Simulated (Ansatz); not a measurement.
# Sn wire along [110], 23 atoms a period, H-terminated: bands by functional

What gap, if any, does the Sn wire along [110], 23 atoms a period, H-terminated have, and how does it change with the functional?

Method: DFT PBE, plane waves, PAW; relaxation of a wire's period; PAW set soft_1, in the first sound run; inputs show where later runs differ, in Ansatz 0.2.0.

## (1) The starting structure

The cell holds 39 atoms: 16 H and 23 Sn. Its edges and angles: a = 22.121 Å, b = 23.765 Å, c = 4.702 Å, α = 90.0°, β = 90.0°, γ = 90.0°. Vacuum lies along a and b. The structure's axis is c.

## (2) The relaxed wire

Band widths follow the bond lengths, so the wire is relaxed first. The atoms and the third cell vector are free; the box across stays fixed as vacuum. A Fermi-Dirac smearing is set since the result may be a metal. The pressure printed is a third of the stress's trace over the whole box, vacuum included; only the stress along the axis is relaxed.

Contents of input.yaml:

```yaml
crystal:
  lattice:
    - [22.121, 0.0, 0.0]
    - [0.0, 23.765, 0.0]
    - [0.0, 0.0, 4.7022600949]
  atoms:
    - { symbol: H, position: [0.153700104, 0.560114798, 0.0] }
    - { symbol: Sn, position: [0.199374484, 0.499989866, 0.0] }
    - { symbol: Sn, position: [0.424838975, 0.598922331, 0.0] }
    - { symbol: Sn, position: [0.424838975, 0.796787263, 0.0] }
    - { symbol: H, position: [0.470513356, 0.856912195, 0.0] }
    - { symbol: Sn, position: [0.499993805, 0.697854797, 0.0] }
    - { symbol: Sn, position: [0.499993805, 0.499989866, 0.0] }
    - { symbol: Sn, position: [0.725458296, 0.598922331, 0.0] }
    - { symbol: H, position: [0.771132677, 0.659047264, 0.0] }
    - { symbol: Sn, position: [0.800613126, 0.499989866, 0.0] }
    - { symbol: H, position: [0.228854934, 0.302124934, 0.196131437] }
    - { symbol: H, position: [0.228854934, 0.697854797, 0.196131437] }
    - { symbol: H, position: [0.846287507, 0.499989866, 0.303868563] }
    - { symbol: Sn, position: [0.274529315, 0.302124934, 0.5] }
    - { symbol: Sn, position: [0.274529315, 0.697854797, 0.5] }
    - { symbol: Sn, position: [0.274529315, 0.499989866, 0.5] }
    - { symbol: H, position: [0.304009764, 0.143067536, 0.5] }
    - { symbol: H, position: [0.304009764, 0.856912195, 0.5] }
    - { symbol: Sn, position: [0.349684145, 0.203192469, 0.5] }
    - { symbol: Sn, position: [0.349684145, 0.4010574, 0.5] }
    - { symbol: Sn, position: [0.349684145, 0.598922331, 0.5] }
    - { symbol: Sn, position: [0.349684145, 0.796787263, 0.5] }
    - { symbol: Sn, position: [0.575148636, 0.302124934, 0.5] }
    - { symbol: Sn, position: [0.575148636, 0.697854797, 0.5] }
    - { symbol: Sn, position: [0.575148636, 0.499989866, 0.5] }
    - { symbol: H, position: [0.620823016, 0.242000002, 0.5] }
    - { symbol: H, position: [0.620823016, 0.757979729, 0.5] }
    - { symbol: Sn, position: [0.650303466, 0.4010574, 0.5] }
    - { symbol: Sn, position: [0.650303466, 0.598922331, 0.5] }
    - { symbol: H, position: [0.846287507, 0.499989866, 0.696131437] }
    - { symbol: H, position: [0.228854934, 0.302124934, 0.803868563] }
    - { symbol: H, position: [0.228854934, 0.697854797, 0.803868563] }
    - { symbol: H, position: [0.153700104, 0.439864933, 0.0] }
    - { symbol: Sn, position: [0.424838975, 0.203192469, 0.0] }
    - { symbol: Sn, position: [0.424838975, 0.4010574, 0.0] }
    - { symbol: H, position: [0.470513356, 0.143067536, 0.0] }
    - { symbol: Sn, position: [0.499993805, 0.302124934, 0.0] }
    - { symbol: Sn, position: [0.725458296, 0.4010574, 0.0] }
    - { symbol: H, position: [0.771132677, 0.340932468, 0.0] }
kpoints:
  mp_grid: { grid: [1, 1, 18] }
scf:
  occupations: { method: fermi_dirac, width: 0.05 }
hamiltonian:
  xc: pbe
  pseudopotentials: { kind: paw, azcp: { folder: soft_1 } }
relax:
  cell: { fix: [a, b, alpha, beta, gamma] }
  max_steps: 45
  f_tol: 0.03
```

Started as:

```sh
$ ansatz run input.yaml --threads 4 --pin off --max-ram 16384MiB --backend cpu --events-out ev --progress --plain --runs-dir out
```

Numbers of over 12 decimals in the logs are rounded to 6 here.

Output:

```text
Engine: ansatz 0.2.0, aarch64-unknown-linux-gnu
Pseudopotentials: kind: paw
Pseudopotential: H, paw, valence charge 1, recommended cutoff 420 eV (normal), soft_1/H.paw.azcp
Pseudopotential: Sn, paw, valence charge 14, recommended cutoff 420 eV (normal), soft_1/Sn.paw.azcp
Functional definition: PBE
  parameter kappa = 0.804
  parameter beta = 0.066725
  exchange = pbe_x(kappa = kappa, mu = beta*pi^2/3)
  correlation = pbe_c(beta = beta)
Crystal: 39 atoms, lattice volume = 2472.004 Å³
Basis set: ecut = 420 eV, 48245 PW (Γ), exchange–correlation on 300×320×64 points (8 copies of the dense FFT grid, shifted against one another)
Bands: 208, of which v1, the nominal top of the filled ones, is band 169 counted from 1 (168 counted from 0)
Symmetry: 4 space group operations
Space group: Pmm2 (ITA 25), of the structure as read, at distance tolerance 1.4e-4 Å
k-points: 10 of 18
Non-local potential: H, projectors of the file, l = 0: 2, l = 1: 1
Non-local potential: Sn, projectors of the file, l = 0: 2, l = 1: 2, l = 2: 2, l = 3: 1
PAW form: soft (Blöchl's): semilocal exchange-correlation on the pseudo side does not see the compensation charge
PAW one-centre angular grid: H, 110 points (default); XC on 64 Gauss nodes
PAW one-centre angular grid: Sn, 590 points (default); XC on 64 Gauss nodes
Initial density: superposition of atomic densities (neutral atoms: chi_scale 0, normalization atom)
Initial wavefunctions: pseudopotential atomic-orbital guess
Functional: x = pbe(κ = 0.804, μ = 0.219515), c = pbe(β = 0.066725)
SCF iter   1: F=—  HF=-138809.968651 eV  |F-HF|=—  |Δ(HF+E_count)|=         —  Δρ=2.54e-2  dr2=1.72e1  ethr=3.10e-3  ⟨swp⟩=6.6  Hψ=8868  notcnv=0  defer=101
preconditioner: auto → Resta (q_TF=auto, 1.958 Å⁻¹)  ε∞=2.0  [insulator: Δε(μ)=0.317 eV  Ē_g=7.602 eV  σ=0.050 eV  W_gap=0.92  n_scr=332 (ndim 8)  ℏωp=7.8 eV  f_vac=0.553  D(μ)=0.17/eV (n_scr^D=0)  ε∞_Penn≈2.0  vacuum switching on, ρ_ref=4.2e-3 e/Å³]
SCF iter   2: F=—  HF=-138806.188503 eV  |F-HF|=—  |Δ(HF+E_count)|=    3.78e0  Δρ=1.00e-2  dr2=4.28e0  ethr=3.10e-3  ⟨swp⟩=3.0  Hψ=2932  notcnv=0  defer=280
SCF iter   3: F=—  HF=-138805.730491 eV  |F-HF|=—  |Δ(HF+E_count)|=   4.58e-1  Δρ=4.69e-3  dr2=2.76e0  ethr=1.27e-3  ⟨swp⟩=3.7  Hψ=2857  notcnv=0  defer=264
SCF iter   4: F=—  HF=-138805.390706 eV  |F-HF|=—  |Δ(HF+E_count)|=   3.40e-1  Δρ=1.43e-3  dr2=2.10e-1  ethr=8.18e-4  ⟨swp⟩=3.5  Hψ=2615  notcnv=0  defer=265
SCF iter   5: F=—  HF=-138805.386707 eV  |F-HF|=—  |Δ(HF+E_count)|=   4.00e-3  Δρ=5.96e-4  dr2=2.91e-2  ethr=6.20e-5  ⟨swp⟩=2.2  Hψ=2541  notcnv=0  defer=270
SCF iter   6: F=—  HF=-138805.391296 eV  |F-HF|=—  |Δ(HF+E_count)|=   4.59e-3  Δρ=3.47e-4  dr2=1.78e-2  ethr=8.61e-6  ⟨swp⟩=2.1  Hψ=2318  notcnv=0  defer=270
SCF iter   7: F=—  HF=-138805.390748 eV  |F-HF|=—  |Δ(HF+E_count)|=   5.47e-4  Δρ=1.73e-4  dr2=1.06e-3  ethr=5.27e-6  ⟨swp⟩=2.0  Hψ=2091  notcnv=0  defer=270
SCF iter   8: F=—  HF=-138805.391640 eV  |F-HF|=—  |Δ(HF+E_count)|=   8.92e-4  Δρ=5.80e-5  dr2=2.59e-4  ethr=3.13e-7  ⟨swp⟩=2.0  Hψ=2351  notcnv=0  defer=270
SCF iter   9: F=—  HF=-138805.391769 eV  |F-HF|=—  |Δ(HF+E_count)|=   1.29e-4  Δρ=2.18e-5  dr2=5.88e-5  ethr=7.66e-8  ⟨swp⟩=2.0  Hψ=2331  notcnv=0  defer=270
SCF iter  10: F=—  HF=-138805.391630 eV  |F-HF|=—  |Δ(HF+E_count)|=   1.38e-4  Δρ=1.16e-5  dr2=4.24e-6  ethr=1.74e-8  ⟨swp⟩=2.0  Hψ=2359  notcnv=0  defer=270
SCF iter  11: F=—  HF=-138805.391638 eV  |F-HF|=—  |Δ(HF+E_count)|=   7.91e-6  Δρ=5.43e-6  dr2=1.11e-6  ethr=1.25e-9  ⟨swp⟩=2.0  Hψ=2351  notcnv=0  defer=270
SCF iter  12: F=—  HF=-138805.391640 eV  |F-HF|=—  |Δ(HF+E_count)|=   2.14e-6  Δρ=1.49e-6  dr2=1.18e-7  ethr=3.29e-10  ⟨swp⟩=2.0  Hψ=2351  notcnv=0  defer=270
SCF iter  13: F=-138805.391640 eV  HF=-138805.391640 eV  |F-HF|=8.44e-10  |Δ(HF+E_count)|=   2.10e-7  Δρ=4.67e-7  dr2=1.92e-8  ethr=2.96e-11  ⟨swp⟩=5.0  Hψ=6306  notcnv=0
SCF 1 converged in 13 iterations: F = -138805.391640 eV  dr2 = 1.92e-8
  greatest PAW one-centre occupation: 0.991 electrons in one spin orbital (limit 2), on the Sn atom at site 9 (counted from 0), in its partial waves of l = 2
relax step   1: F+E_penalty+E_count = -138805.39164050 eV  Δ(F+E_penalty+E_count) = +0.000e0 eV  max|allowed force component| = 2.072e-1 eV/Å  Δτ_max = 0.0000 Å  P = -0.282 GPa  Ω = 2472.004 Å³  fix = [a, b, alpha, beta, gamma]  reactions: a -0.347, b -0.388 GPa  (13 SCF iters, dr2 threshold 1.00e-7 eV, accepted)
Crystal: 39 atoms, lattice volume = 2484.484 Å³
Basis set: ecut = 420 eV, 48429 PW (Γ), exchange–correlation on 300×320×64 points (8 copies of the dense FFT grid, shifted against one another)
Initial density: handed on by an earlier stage of this run
Initial wavefunctions: those handed on with the density
iter 1 solved again at ethr=2.29e-4 eV; its pass at ethr=3.10e-3 eV (dr2=7.73e-1 eV) is discarded
SCF iter   1: F=—  HF=-138805.221916 eV  |F-HF|=—  |Δ(HF+E_count)|=         —  Δρ=6.07e-3  dr2=7.79e-1  ethr=2.29e-4  ⟨swp⟩=7.0  Hψ=10063  notcnv=0
preconditioner: auto → Resta (q_TF=auto, 1.957 Å⁻¹)  ε∞=1.5  [insulator: Δε(μ)=0.710 eV  Ē_g=18.966 eV  σ=0.050 eV  W_gap=1.00  n_scr=332 (ndim 8)  ℏωp=13.7 eV  f_vac=0.600  D(μ)=0.00/eV (n_scr^D=0)  ε∞_Penn≈1.5  vacuum switching on, ρ_ref=2.6e-2 e/Å³]
SCF iter   2: F=—  HF=-138805.127252 eV  |F-HF|=—  |Δ(HF+E_count)|=   9.47e-2  Δρ=2.93e-3  dr2=3.24e-1  ethr=2.29e-4  ⟨swp⟩=5.7  Hψ=3801  notcnv=0  defer=116
SCF iter   3: F=—  HF=-138805.152304 eV  |F-HF|=—  |Δ(HF+E_count)|=   2.51e-2  Δρ=1.86e-3  dr2=4.69e-1  ethr=9.58e-5  ⟨swp⟩=3.6  Hψ=3130  notcnv=0  defer=281
SCF iter   4: F=—  HF=-138805.088583 eV  |F-HF|=—  |Δ(HF+E_count)|=   6.37e-2  Δρ=4.16e-4  dr2=6.94e-3  ethr=9.58e-5  ⟨swp⟩=3.3  Hψ=2410  notcnv=0  defer=281
SCF iter   5: F=—  HF=-138805.088701 eV  |F-HF|=—  |Δ(HF+E_count)|=   1.17e-4  Δρ=1.68e-4  dr2=2.99e-3  ethr=2.05e-6  ⟨swp⟩=2.4  Hψ=3263  notcnv=0  defer=281
SCF iter   6: F=—  HF=-138805.088447 eV  |F-HF|=—  |Δ(HF+E_count)|=   2.53e-4  Δρ=7.60e-5  dr2=5.51e-4  ethr=8.84e-7  ⟨swp⟩=2.0  Hψ=2113  notcnv=0  defer=281
SCF iter   7: F=—  HF=-138805.088142 eV  |F-HF|=—  |Δ(HF+E_count)|=   3.06e-4  Δρ=4.14e-5  dr2=4.36e-5  ethr=1.63e-7  ⟨swp⟩=2.0  Hψ=2187  notcnv=0  defer=281
SCF iter   8: F=—  HF=-138805.088170 eV  |F-HF|=—  |Δ(HF+E_count)|=   2.80e-5  Δρ=1.80e-5  dr2=7.31e-5  ethr=1.29e-8  ⟨swp⟩=2.0  Hψ=2340  notcnv=0  defer=281
SCF iter   9: F=—  HF=-138805.088163 eV  |F-HF|=—  |Δ(HF+E_count)|=   6.79e-6  Δρ=7.29e-6  dr2=2.85e-6  ethr=1.29e-8  ⟨swp⟩=2.0  Hψ=2124  notcnv=0  defer=281
[...]
SCF iter   3: F=—  HF=-138805.512069 eV  |F-HF|=—  |Δ(HF+E_count)|=   1.70e-3  Δρ=5.17e-6  dr2=4.78e-7  ethr=9.43e-11  ⟨swp⟩=3.0  Hψ=4038  notcnv=0
SCF iter   4: F=—  HF=-138805.512271 eV  |F-HF|=—  |Δ(HF+E_count)|=   2.02e-4  Δρ=1.10e-6  dr2=9.07e-8  ethr=9.43e-11  ⟨swp⟩=2.6  Hψ=2610  notcnv=0
SCF iter   5: F=—  HF=-138805.512282 eV  |F-HF|=—  |Δ(HF+E_count)|=   1.10e-5  Δρ=4.97e-7  dr2=4.57e-9  ethr=2.68e-11  ⟨swp⟩=2.0  Hψ=2411  notcnv=0
SCF iter   6: F=—  HF=-138805.512285 eV  |F-HF|=—  |Δ(HF+E_count)|=   3.57e-6  Δρ=2.03e-7  dr2=4.52e-9  ethr=1.35e-12  ⟨swp⟩=2.8  Hψ=3926  notcnv=0
SCF iter   7: F=—  HF=-138805.512287 eV  |F-HF|=—  |Δ(HF+E_count)|=   1.27e-6  Δρ=7.76e-8  dr2=1.16e-9  ethr=1.34e-12  ⟨swp⟩=2.4  Hψ=2532  notcnv=0
SCF iter   8: F=-138805.512287 eV  HF=-138805.512287 eV  |F-HF|=4.39e-8  |Δ(HF+E_count)|=   5.03e-9  Δρ=3.97e-8  dr2=5.85e-11  ethr=1.00e-12  ⟨swp⟩=4.2  Hψ=5930  notcnv=0
SCF 5 converged in 8 iterations: F = -138805.512287 eV  dr2 = 5.85e-11
relax step   5: F+E_penalty+E_count = -138805.51228670 eV  Δ(F+E_penalty+E_count) = -1.256e-3 eV  max|allowed force component| = 7.920e-3 eV/Å  Δτ_max = 0.0000 Å  P = -0.014 GPa  Ω = 2488.429 Å³  fix = [a, b, alpha, beta, gamma]  reactions: a -0.017, b -0.011 GPa  stress off target by 1.52e-2 GPa on what of the cell is left free  SCF on the basis re-selected at this cell (its energy is not comparable with the rows above)  (8 SCF iters)
basis re-selected at this cell: Δ(F+E_penalty+E_count) = -1.256e-3 eV, ΔP = +0.001 GPa vs the last step (what re-selecting the basis moved, of the pressure what is left beyond the Pulay correction that the steps carried, after the strain that the cell walked since its last selection, with what the two solves' SCF thresholds leave and, on support functions, any second-order correction that the steps lacked; it is no m [...]
SCF converged after 8 iterations
Free energy (F): -138805.512287 eV
Harris-Foulkes:  -138805.512287 eV  (|F-HF|=4.39e-8)
Internal energy: -138805.512187 eV  (E = F + TS)
E sigma→0 (E₀):  -138805.512237 eV
Entropy (-TS):   -0.000100 eV (-0.003 meV/atom)
Fermi energy:    -0.490096 eV
--- Per-component energies (eV) ---
  E_band       = -5557.918727
  E_kinetic    = 4057.921893
  E_local      = -179485.920956  (includes V_loc(G=0)·N_el)
  E_nonlocal   = 3340.899206
  E_hartree    = 88005.435618
  E_xc         = -3012.532805
  E_vxc        = -1997.592855  (∫ρ·V_xc dr)
  E_paw        = -100524.338330  (= ΣΔE_a)
  E_vpaw       = -7484.090046  (= ΣTr[D̂ρ^β])
  E_aug_tail   = -0.007248  (compensation charges beyond the density's cutoff)
  E_ewald      = 48813.030434
  E_smearing   = -0.000100  (= −TS)
  E_closure    = 0.000000  (closes the sum)
  Σ components = -138805.512287   (vs F -138805.512287, Δ=0.00e0)
--- Forces (eV/Å), atoms counted from 1 ---
  atom   1  H      0.00136706     0.00090002    -0.00000000
  atom   2  Sn     0.00737695    -0.00000000    -0.00000000
  atom   3  Sn    -0.00644660    -0.00043221     0.00000000
  atom   4  Sn    -0.00235761     0.00082645     0.00000000
  atom   5  H      0.00066216    -0.00268436    -0.00000000
  atom   6  Sn     0.00659114     0.00120879    -0.00000000
  atom   7  Sn     0.00525446    -0.00000000    -0.00000000
  atom   8  Sn    -0.00791956     0.00086407     0.00000000
  atom   9  H     -0.00260965    -0.00231731     0.00000000
  atom  10  Sn     0.00169632    -0.00000000    -0.00000000
  atom  11  H      0.00101169     0.00185876     0.00252686
  atom  12  H      0.00101169    -0.00185876     0.00252686
  atom  13  H     -0.00228980     0.00000000    -0.00299400
  atom  14  Sn     0.00264627     0.00328387    -0.00000000
  atom  15  Sn     0.00264627    -0.00328387    -0.00000000
  atom  16  Sn    -0.00543405    -0.00000000     0.00000000
  atom  17  H      0.00066077     0.00218850    -0.00000000
  atom  18  H      0.00066077    -0.00218850    -0.00000000
  atom  19  Sn     0.00334639    -0.00102781    -0.00000000
  atom  20  Sn     0.00551060     0.00196816    -0.00000000
  atom  21  Sn     0.00551060    -0.00196816    -0.00000000
  atom  22  Sn     0.00334639     0.00102781    -0.00000000
  atom  23  Sn    -0.00479229     0.00348648     0.00000000
  atom  24  Sn    -0.00479229    -0.00348648     0.00000000
  atom  25  Sn    -0.00738231    -0.00000000     0.00000000
  atom  26  H     -0.00301785     0.00171452     0.00000000
  atom  27  H     -0.00301785    -0.00171452     0.00000000
  atom  28  Sn     0.00587039    -0.00184842    -0.00000000
  atom  29  Sn     0.00587039     0.00184842    -0.00000000
  atom  30  H     -0.00228980    -0.00000000     0.00299400
  atom  31  H      0.00101169     0.00185876    -0.00252686
  atom  32  H      0.00101169    -0.00185876    -0.00252686
  atom  33  H      0.00136706    -0.00090002    -0.00000000
  atom  34  Sn    -0.00235761    -0.00082645     0.00000000
  atom  35  Sn    -0.00644660     0.00043221     0.00000000
  atom  36  H      0.00066216     0.00268436    -0.00000000
  atom  37  Sn     0.00659114    -0.00120879    -0.00000000
  atom  38  Sn    -0.00791956    -0.00086407     0.00000000
  atom  39  H     -0.00260965     0.00231731     0.00000000
  max |Σ_I F_I| component: 9.75e-7 eV/Å
--- Stress (GPa, compression-positive) ---
       -0.017337       0.000000       0.000000
        0.000000      -0.010955       0.000000
        0.000000       0.000000      -0.015173
  P = ⅓ Tr σ = -0.0145 GPa (-0.145 kbar)
--- Relaxed structure (4 steps of the walk, 3 accepted, 1 SCFs on fresh bases) ---
  F+E_penalty+E_count = -138805.51228670 eV   max|allowed force component| = 7.920e-3 eV/Å   (the final SCF, on the basis selected at the relaxed cell)
  cell:  # Å, volume = 2488.4291 Å³
    - [22.121, 0.0, 0.0]
    - [0.0, 23.765, 0.0]
    - [0.0, 0.0, 4.733503]
  atoms:
    - { symbol: H, position: [0.156468, 0.558365, 0] }
    - { symbol: Sn, position: [0.203611, 0.499990, 0] }
    - { symbol: Sn, position: [0.425029, 0.598451, 0] }
    - { symbol: Sn, position: [0.423503, 0.794013, 0] }
    - { symbol: H, position: [0.469098, 0.853748, 0] }
    - { symbol: Sn, position: [0.499538, 0.696975, 0] }
    - { symbol: Sn, position: [0.500212, 0.499990, 0] }
    - { symbol: Sn, position: [0.722721, 0.596711, 0] }
    - { symbol: H, position: [0.767879, 0.656854, 0] }
    - { symbol: Sn, position: [0.798014, 0.499990, 0] }
    - { symbol: H, position: [0.230928, 0.302760, 0.206711] }
    - { symbol: H, position: [0.230928, 0.697220, 0.206711] }
    - { symbol: H, position: [0.844600, 0.499990, 0.294103] }
    - { symbol: Sn, position: [0.277697, 0.302757, 0.5] }
    - { symbol: Sn, position: [0.277697, 0.697223, 0.5] }
    - { symbol: Sn, position: [0.275955, 0.499990, 0.5] }
    - { symbol: H, position: [0.305905, 0.145708, 0.5] }
    - { symbol: H, position: [0.305905, 0.854271, 0.5] }
    - { symbol: Sn, position: [0.351620, 0.205424, 0.5] }
    - { symbol: Sn, position: [0.350721, 0.401685, 0.5] }
    - { symbol: Sn, position: [0.350721, 0.598294, 0.5] }
    - { symbol: Sn, position: [0.351620, 0.794555, 0.5] }
    - { symbol: Sn, position: [0.572740, 0.304966, 0.5] }
    - { symbol: Sn, position: [0.572740, 0.695013, 0.5] }
    - { symbol: Sn, position: [0.574725, 0.499990, 0.5] }
    - { symbol: H, position: [0.618353, 0.245039, 0.5] }
    - { symbol: H, position: [0.618353, 0.754941, 0.5] }
    - { symbol: Sn, position: [0.649499, 0.401651, 0.5] }
    - { symbol: Sn, position: [0.649499, 0.598329, 0.5] }
    - { symbol: H, position: [0.844600, 0.499990, 0.705897] }
    - { symbol: H, position: [0.230928, 0.302760, 0.793289] }
    - { symbol: H, position: [0.230928, 0.697220, 0.793289] }
    - { symbol: H, position: [0.156468, 0.441614, 0] }
    - { symbol: Sn, position: [0.423503, 0.205967, 0] }
    - { symbol: Sn, position: [0.425029, 0.401529, 0] }
    - { symbol: H, position: [0.469098, 0.146231, 0] }
    - { symbol: Sn, position: [0.499538, 0.303004, 0] }
    - { symbol: Sn, position: [0.722721, 0.403269, 0] }
    - { symbol: H, position: [0.767879, 0.343126, 0] }
```

It took 13 min on 4 threads of Arm Neoverse V2, shared host; peak memory 9.3 GiB; 50 min of CPU time.

The steps of the relaxation:

```tsv
step	energy less that of the first step (eV)	largest force component (eV/Å)	pressure (GPa)	volume (Å³)
1	0.0000	0.2072	-0.28	2472.00
2	0.3035	0.9990	0.30	2484.48
3	-0.1150	0.0609	-0.06	2487.27
4	-0.1194	0.0079	-0.01	2488.43
5*	-0.1206	0.0079	-0.01	2488.43
```

Relaxation steps marked * repeat the geometry before them on a plane-wave basis chosen anew for their cell, so energy and pressure can jump there. Relaxation step 2 was tried and not accepted.

Forces are held to the 4 operations that the run works with; a distortion that breaks them can't arise in this run.

```tsv
cell as run	before	after	change
c (Å)	4.702	4.734	+0.7 %
```

The atoms that moved most (Å, along periodic axes as changes of fractional coordinates times the final cell, across vacuum about the mean position):

```tsv
atom	dx	dy	dz	length
Sn2	0.094	0.000	0.000	0.094
H26	-0.055	0.072	0.000	0.091
H27	-0.055	-0.072	0.000	0.091
H9	-0.072	-0.052	0.000	0.089
H39	-0.072	0.052	0.000	0.089
Sn23	-0.053	0.068	0.000	0.086
Sn24	-0.053	-0.068	0.000	0.086
H36	-0.031	0.075	0.000	0.081
```

The relaxed structure:

```cif
data_structure
_symmetry_space_group_name_H-M 'P 1'
_symmetry_Int_Tables_number 1
_cell_length_a 22.1210
_cell_length_b 23.7650
_cell_length_c 4.7335
_cell_angle_alpha 90.000
_cell_angle_beta 90.000
_cell_angle_gamma 90.000
_cell_volume 2488.43
loop_
_atom_site_label
_atom_site_type_symbol
_atom_site_fract_x
_atom_site_fract_y
_atom_site_fract_z
_atom_site_occupancy
H1 H 0.15647 0.55837 0.00000 1
Sn2 Sn 0.20361 0.49999 0.00000 1
Sn3 Sn 0.42503 0.59845 0.00000 1
Sn4 Sn 0.42350 0.79401 0.00000 1
H5 H 0.46910 0.85375 0.00000 1
Sn6 Sn 0.49954 0.69698 0.00000 1
Sn7 Sn 0.50021 0.49999 0.00000 1
Sn8 Sn 0.72272 0.59671 0.00000 1
H9 H 0.76788 0.65685 0.00000 1
Sn10 Sn 0.79801 0.49999 0.00000 1
H11 H 0.23093 0.30276 0.20671 1
H12 H 0.23093 0.69722 0.20671 1
H13 H 0.84460 0.49999 0.29410 1
Sn14 Sn 0.27770 0.30276 0.50000 1
Sn15 Sn 0.27770 0.69722 0.50000 1
Sn16 Sn 0.27595 0.49999 0.50000 1
H17 H 0.30591 0.14571 0.50000 1
H18 H 0.30591 0.85427 0.50000 1
Sn19 Sn 0.35162 0.20542 0.50000 1
Sn20 Sn 0.35072 0.40169 0.50000 1
Sn21 Sn 0.35072 0.59829 0.50000 1
Sn22 Sn 0.35162 0.79456 0.50000 1
Sn23 Sn 0.57274 0.30497 0.50000 1
Sn24 Sn 0.57274 0.69501 0.50000 1
Sn25 Sn 0.57473 0.49999 0.50000 1
H26 H 0.61835 0.24504 0.50000 1
H27 H 0.61835 0.75494 0.50000 1
Sn28 Sn 0.64950 0.40165 0.50000 1
Sn29 Sn 0.64950 0.59833 0.50000 1
H30 H 0.84460 0.49999 0.70590 1
H31 H 0.23093 0.30276 0.79329 1
H32 H 0.23093 0.69722 0.79329 1
H33 H 0.15647 0.44161 0.00000 1
Sn34 Sn 0.42350 0.20597 0.00000 1
Sn35 Sn 0.42503 0.40153 0.00000 1
H36 H 0.46910 0.14623 0.00000 1
Sn37 Sn 0.49954 0.30300 0.00000 1
Sn38 Sn 0.72272 0.40327 0.00000 1
H39 H 0.76788 0.34313 0.00000 1
```

Numbers from this step:

- cell length along the wire: 4.734 Å

The cell's length comes to 4.734 Å with spin left out.

(Part 1 of 2 ends here.)

[Logs are printed without paths, hosts, clocks, repeated set-up lines and the standing remarks that a program may print on its own settings, such as how far it seeks lower states.]

[Hosts, paths, dates, database ids (printed as entryN), source tags and the programs' standing remarks are cut or masked in the printed files.]
